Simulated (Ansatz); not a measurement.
## F_i (void) in SnO2 (P4_2/mnm): charge-transition levels and formation energies

Aim: at which Fermi levels does F_i (void) in SnO2 (P4_2/mnm) change its charge? The model is a cell of 72 host atoms with 1 F put in.

Method: place-levels on r2SCAN runs: charge-transition levels and formation energies with image-charge correction and potential alignment at the atomic sites; PAW set soft_1, in Ansatz 0.2.0.

The experiments to compare with:

For SnO2, rutile (undoped SnO2, literature value), “Effect of Cu F Co-doping on the Properties of AgSnO2 Contact” (2019, pmc:6679235) quotes earlier work: band gap (band gap of intrinsic SnO2, quoted experimental value) 3.6 eV [Literature value cited in passing in the theory part; measurement method, temperature and …].

This is a report of a sequence of runs, with most program output left out.

**1. The starting structure**

The cell holds 73 atoms: 24 Sn, 48 O and 1 F. Cell: a = 9.516 Å, b = 9.516 Å, c = 9.602 Å, α = 90.0°, β = 90.0°, γ = 90.0°. It derives from SnO2 (space group P4_2/mnm). Nearest the centre at fractional (0.000, 0.250, 0.750): F73 at 0.00 Å, O17 at 1.90 Å, O15 at 1.90 Å, O54 at 1.90 Å, O52 at 1.90 Å, Sn32 at 2.51 Å, Sn14 at 2.51 Å, Sn49 at 2.51 Å.

Screening for the image-charge correction: ε∞ = (4.60, 4.60, 4.91), ε0 = (13.48, 13.48, 10.42), from a response run on this crystal (DFPT, PBEsol) at that run's own cell.

The cell's shortest repeat is 9.5 Å.

**2. Charge states**

A transition level is the Fermi level at which two charge states cost the same, so each charge needs its own total energy, at its own relaxed structure.

Random displacements of about 0.05 Å break the site symmetry at the start, so that the relaxation can reach a distorted minimum if there is one. Forces are taken at one point at (¼, ¼, ¼). The cell holds 1 electron more than the neutral one, with a uniform background that keeps it neutral on the whole.

The sampling was tested on the host first: at the k-points planned (1x1x1 shifted 0.25 0.25 0.25) its energy lies 0.000 eV an atom from the dense-mesh value, under the bound of 0.02 eV set for this test; that bounds the host's error, not the defect's.

One state's input; the others differ in charge, spin, start and seed, and in occupations where the table says so.

qm1.relax/input.yaml

```yaml
crystal:
  lattice:
    - [9.51550307, 0.0, 0.0]
    - [0.0, 9.51550307, 0.0]
    - [0.0, 0.0, 9.60204439]
  atoms:
    - { symbol: Sn, position: [0.25, 0.25, 0.16666667] }
    - { symbol: Sn, position: [0.0, 0.0, 0.0] }
[... 2 atom lines left out ...]
    - { symbol: O, position: [0.15297138, 0.15297138, 0.0] }
[... 1 atom line left out ...]
    - { symbol: Sn, position: [0.25, 0.25, 0.5] }
[... 1 atom line left out ...]
    - { symbol: O, position: [0.09702862, 0.40297138, 0.5] }
[... 3 atom lines left out ...]
    - { symbol: Sn, position: [0.25, 0.25, 0.83333333] }
    - { symbol: Sn, position: [0.0, 0.0, 0.66666667] }
    - { symbol: O, position: [0.09702862, 0.40297138, 0.83333333] }
[... 1 atom line left out ...]
    - { symbol: O, position: [0.15297138, 0.15297138, 0.66666667] }
    - { symbol: O, position: [0.34702862, 0.34702862, 0.66666667] }
[... 1 atom line left out ...]
    - { symbol: Sn, position: [0.0, 0.5, 0.0] }
[... 11 atom lines left out ...]
    - { symbol: Sn, position: [0.0, 0.5, 0.66666667] }
[... 9 atom lines left out ...]
    - { symbol: O, position: [0.84702862, 0.34702862, 0.0] }
    - { symbol: Sn, position: [0.75, 0.25, 0.5] }
[... 2 atom lines left out ...]
    - { symbol: O, position: [0.90297138, 0.09702862, 0.5] }
[... 2 atom lines left out ...]
    - { symbol: Sn, position: [0.75, 0.25, 0.83333333] }
[... 2 atom lines left out ...]
    - { symbol: O, position: [0.90297138, 0.09702862, 0.83333333] }
    - { symbol: O, position: [0.65297138, 0.15297138, 0.66666667] }
    - { symbol: O, position: [0.84702862, 0.34702862, 0.66666667] }
[... 15 atom lines left out ...]
    - { symbol: O, position: [0.90297138, 0.59702862, 0.83333333] }
[... 2 atom lines left out ...]
    - { symbol: F, position: [0.0, 0.25, 0.75] }
  host:
    repeats: [2, 2, 3]
    atoms:
      - { symbol: Sn, position: [0.5, 0.5, 0.5] }
      - { symbol: Sn, position: [0.0, 0.0, 0.0] }
      - { symbol: O, position: [0.19405723, 0.80594277, 0.5] }
      - { symbol: O, position: [0.80594277, 0.19405723, 0.5] }
      - { symbol: O, position: [0.30594277, 0.30594277, 0.0] }
      - { symbol: O, position: [0.69405723, 0.69405723, 0.0] }
total_charge: -1
basis:
  ecutwfc: 500
  xc_grid: 2
hamiltonian:
  xc: r2scan
  pseudopotentials: { kind: paw, azcp: { folder: soft_1 } }
kpoints:
  mp_grid: { grid: [1, 1, 1], shift: [0.25, 0.25, 0.25] }
scf:
  occupations: { method: fixed }
  max_iter: 60
output:
  forces: true
  charged_corrections:
    epsilon: [4.6, 4.6, 4.91]
    static_epsilon: [13.48, 13.48, 10.42]
    defect_position: [0.0, 0.25, 0.75]
relax:
  f_tol: 0.02
  max_steps: 80
  random_displacement: { amplitude: 0.05, seed: 6961 }
checkpoint:
  write: "../qm1.relax.run"
  compress: false
  write_wavefunctions: true
  write_every: 100000
```

Started as:

```bash
> ansatz run input.yaml --threads 4 --pin off --max-ram 15073MiB --backend cpu --events-out ev --progress --plain --runs-dir out
```

Defect states can disperse in a cell of this size, so the energy is taken again at a 2×2×2 shifted mesh, on the relaxed structure.

The run of this state that the levels use, under r2SCAN:

qm1.point/input.yaml

```yaml
crystal:
  checkpoint: "../qm1.relax.run"
  host: checkpoint
total_charge: -1
basis:
  ecutwfc: 500
  xc_grid: 2
hamiltonian:
  xc: r2scan
  pseudopotentials: { kind: paw, azcp: { folder: soft_1 } }
kpoints:
  mp_grid: { grid: [2, 2, 2], shift: [0.5, 0.5, 0.5] }
scf:
  occupations: { method: fermi_dirac, width: 0.01 }
  max_iter: 60
output:
  forces: true
  eigenvalues: true
  charged_corrections:
    epsilon: [4.6, 4.6, 4.91]
    static_epsilon: [13.48, 13.48, 10.42]
    defect_position: [0.0, 0.25, 0.75]
  eigenstates: { localisation: true }
  populations: true
  band_densities: [{ bands: [v1, v1] }, { bands: [c1, c1] }]
  write_density: true
  write_potential: true
  volumetric_format: npy
checkpoint:
  read: "../qm1.relax.run"
  write: "../qm1.point.run"
  compress: false
  write_wavefunctions: false
  write_every: 100000
```

Relaxations under r2SCAN at one point at (¼, ¼, ¼); times on 4 threads of Intel Xeon Platinum 8259CL at 2.50GHz (Skylake/Cascade Lake), shared host:

```
charge  moment (μB)  occupations    outcome  steps  largest displacement against the far atoms (Å)     time
    −1            0        fixed  converged      9                                            0.56  4.6 min
     0            1        fixed  converged     10                                            0.80   11 min
```

Single points under r2SCAN at a 2×2×2 shifted mesh; times on 4 threads of Intel Xeon Platinum 8259CL at 2.50GHz (Skylake/Cascade Lake), shared host:

```
charge  moment (μB)  occupations    outcome     time
    −1            0  fermi-dirac  converged  2.3 min
     0            1  fermi-dirac  converged  5.4 min
```

Distances (Å) from F73 to the nearest atoms after relaxation with r2SCAN:

```
charge  moment (μB)       1.      2.       3.       4.      5.      6.
    −1            0  Sn 2.24  O 2.28  Sn 2.28   O 2.31  O 2.32  O 2.39
     0            1   O 2.08  O 2.08  Sn 2.36  Sn 2.36  O 2.47  O 2.47
```

**3. place-levels, r2SCAN**

A charged cell interacts with its images and the background, and its potential has another zero than the host's. place-levels removes the first by a point-charge model, screened by the static dielectric constant since the ions have relaxed around the charge, and the second by comparing potentials at atoms far from the defect.

The host is a run of the defect-free crystal in the same cutoffs, grids and k-points, so that basis and sampling errors cancel in part in the differences. The host is run in a cell of 6 atoms on a matching mesh. Its band edges are searched through the zone by a band path, so the gap is smaller than, or equal to, that on the mesh. Chemical potentials are energies per atom of F (F2 molecule), run with the same functional and cutoff.

levels.point.yaml

```yaml
host:
  run: host.point.run
states: [qm1.point.run, q0_M1.point.run]
geometry_from:
  qm1.point.run: qm1.relax.run
  q0_M1.point.run: q0_M1.relax.run
  host.point.run: host.relax.run
chemical_potentials:
  F:
    energy: -806.862156
    dataset: "<sha256 of the dataset>"
epsilon: [4.6, 4.6, 4.91]
static_epsilon: [13.48, 13.48, 10.42]
vertical:
  - { from: qm1.point.run, to: qm1.point_neutral.run }
```

Started as:

```bash
> ansatz place-levels levels.point.yaml -- --threads 4 --pin off --max-ram 15073MiB
```

It took 0.34 s on 4 threads of Intel Xeon Platinum 8259CL at 2.50GHz (Skylake/Cascade Lake), shared host.

Levels between the charges placed, in eV above the valence top:

```
        gap (eV)  (0/−1)
r2SCAN      1.80    0.74
```

Corrections by state:

```
charge  moment (μB)  image terms and alignment (eV)  band filling (eV)                                  ε used  over the lowest of its charge, as the program ranks them, band filling apart (eV)
     0          1.0                           0.000                  -                                       -                                                                              0.000
    −1          0.0                           0.028                  -  principal values (10.42, 13.48, 13.48)                                                                              0.000
```

The charged structures listed were also run neutral, and place-levels reads from each pair, by the potential or the spins, how wide the charge is by which they differ; that can be the carrier of either run.

```
charge  rms radius (Å)  spread where it is widest against the cell (Å)  wide from (Å)  reading
    −1             4.4                                            2.70           1.65     wide
```

The neutral runs of these pairs need not share the spin of the lowest neutral state, and very wide values only mean spread over the cell.

From the program's caveats on the states, each cut to its opening words:

- charge 0 (1 μB): its displacements don't fall off away from the defect: farther atoms stand 0.017 Å off the host's places
- charge 0 (1 μB): flagged: stability check not made
- charge −1: it parts from the run at its places by a charge that spreads by about 2.7 Å along one vector (1.6 Å or more is wide), by its potential at epsilon [4.6, 4.6, [...]
- charge −1: its displacements don't fall off away from the defect: farther atoms stand 0.041 Å off the host's places

Chemical potentials of the elements' reference phases, run alike. Formation energy by charge state (elemental references; gap 1.80 eV):

```
charge  at valence top (eV)  at conduction bottom (eV)  correction included (eV)
     0                 1.34                       1.34                      0.00
    −1                 2.08                       0.28                      0.03
```

(Fermi level (eV), lowest formation energy (eV)): (0.00, 1.34), (0.16, 1.34), (0.33, 1.34), (0.49, 1.34), (0.65, 1.34), (0.82, 1.26), (0.98, 1.10), (1.14, 0.93), (1.31, 0.77), (1.47, 0.61), (1.63, 0.44), (1.80, 0.28)

**4. Effect of the sampling**

The relaxations' own energies give the levels at their sampling, for comparison.

levels.relax_mesh.yaml

```yaml
host:
  run: host.relax.run
states: [qm1.relax.run, q0_M1.relax.run]
chemical_potentials:
  F:
    energy: -806.862156
    dataset: "<sha256 of the dataset>"
```

Started as:

```bash
> ansatz place-levels levels.relax_mesh.yaml -- --threads 4 --pin off --max-ram 15073MiB
```

The job ended after 0.14 s (4 threads).

Levels between neighbouring charges, in eV above the valence top:

```
                        gap (eV)  (0/−1)
one point at (¼, ¼, ¼)      1.80    0.74
  a 2×2×2 shifted mesh      1.80    0.74
```

Going from one point at (¼, ¼, ¼) to a 2×2×2 shifted mesh moves the levels that carry no band-filling term by up to 0.01 eV and formation energies against the elements by up to 0.01 eV.

**5. Results**

| Quantity | Value |
| --- | --- |
| gap of the host | 1.80 eV (r2SCAN) |
| level (0/minus 1) | 0.74 eV above the valence top |
| lowest of the charges placed, just above the valence top (0.02 eV) | 0 |
| lowest of the charges placed, just below the conduction bottom (0.02 eV) | −1 |
| lowest formation energy at mid-gap of the charges run, elemental references | 1.18 eV |

**Reading.** Of the charges placed (−1 and 0), the lowest changes at 0.74 eV (0/−1) above the valence top, in a gap of 1.80 eV. Charges above 0 and below −1 were not placed, so these runs say nothing of levels that involve them. States placed: 0 at 1 μB; −1 at 0 μB. Other spin states or structures, where not listed, weren't placed. F is taken at its element; compounds, which aren't counted here, bound the chemical potentials and would shift these formation energies. Going from one point at (¼, ¼, ¼) to a 2×2×2 shifted mesh moves the levels that carry no band-filling term by up to 0.01 eV and formation energies against the elements by up to 0.01 eV. Limits: r2SCAN makes the gap too small and tends to spread out bound carriers; where a gas molecule sets a chemical potential or the host's formation energy, its binding is uncorrected; spin–orbit coupling, which can matter with heavy atoms, is left out.

Calculation against experiment:

| quantity | measured | r2SCAN |
| --- | --- | --- |
| band gap (least gap of the host) (eV) | 3.6 | 1.80 (-1.80 eV) |

Measured values from pmc:6679235 (2019).

How well it matches: The band gap is off by -1.80 eV. Local and semilocal functionals usually give gaps below the measured ones. Spin-orbit coupling, left out here, can change the gap with such heavy elements. Zero-point and thermal motion shift the measured gap.

[Logs are printed without paths, hosts, clocks, repeated set-up lines and the standing remarks that a program may print on its own settings, such as how far it seeks lower states.]

[Hosts, paths, dates, database ids (printed as entryN), source tags and the programs' standing remarks are cut or masked in the printed files.]

[Where a table of states has a column of steps, it counts the stored structures, which are thinned; the runs took as many ionic steps or more.]

[A defect's name tells the site on which it was built; relaxed atoms can leave that site.]

[For some hosts the program warned that the k-mesh of the response run may be too coarse for force constants and the static dielectric constant; such warnings are not shown here.]
